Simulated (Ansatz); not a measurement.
# Gap against volume in glassy 47P2O5-53CaO (mol %) (83 atoms)

Density of this cell: 2.60 g/cm³. The cell holds 83 atoms: 18 P, 10 Ca and 55 O. Cell: a = 10.805 Å, b = 10.654 Å, c = 10.201 Å, α = 91.5°, β = 89.9°, γ = 91.6°. The starting structure: 83 atoms (18 P, 10 Ca, 55 O) placed at random at 2.65 g/cm³, melted at 4000 K for 10 ps at fixed volume with the Morse and Coulomb pair potential with partial charges (Pedone, Malavasi, Menziani, Cormack and Segre, J. Phys. Chem. B 110, 11780 (2006)). Quenched from 4000 K to 300 K at 500 K/ps and fixed volume, held 10 ps at zero pressure.

Calculated with Ansatz 0.2.0: Kohn-Sham DFT, PBE, PAW (set soft_2), plane waves; cutoff 420 eV, Γ point, fixed occupations. The relaxed cell was scaled evenly and the atoms were relaxed at each volume. The gap is that between the highest filled and the lowest empty Kohn-Sham level on the run's k-points.

| volume (Å³/atom) | gap (eV) |
| --- | --- |
| 12.724 | 5.045 |
| 13.290 | 4.911 |
| 13.714 | ? |
| 14.138 | 4.689 |
| 14.562 | 4.650 |
| 14.986 | 4.568 |

**Question.** Fit a straight line in ln V to the rows given and interpolate to the withheld row.

**Working.**

A volume deformation potential makes the spacing linear in u = ln(V/V0), with V0 = 14.138 Å³ the relaxed volume; v is the spacing.

| u = ln(V/V0) | v (eV) |
| --- | --- |
| -0.105362 | 5.0446 |
| -0.0618746 | 4.9107 |
| 0 | 4.6895 |
| 0.0295589 | 4.6497 |
| 0.0582689 | 4.5683 |

With n = 5: mean u = -0.0158817, mean v = 4.77256, Σ(u − ū)² = 0.017937, Σ(u − ū)(v − v̄) = -0.052744. Slope b = -0.052744 / 0.017937 = -2.9404; intercept a = v̄ − b ū = 4.7259.

At the withheld volume u = -0.03046, and v = a + b u.

Prediction at 13.714: 4.815 eV. The run gave 4.797 eV, so the fit is high by 0.018 eV (0.38 % of the value).

The slope, -2.94 eV, says that the spacing narrows on expansion. Among the rows given, the largest miss of the fit is at 14.138, by 0.036 eV (7.6 % of the range of the table).

Limits: The table spans 16 % in volume, wide for a linear law. Semilocal functionals tend to put gaps under measured ones. Only the Γ point is sampled. Defect or tail levels can set the spacing of a disordered cell.

[Hosts, paths, dates, database ids (printed as entryN), source tags and the programs' standing remarks are cut or masked in the printed files.]
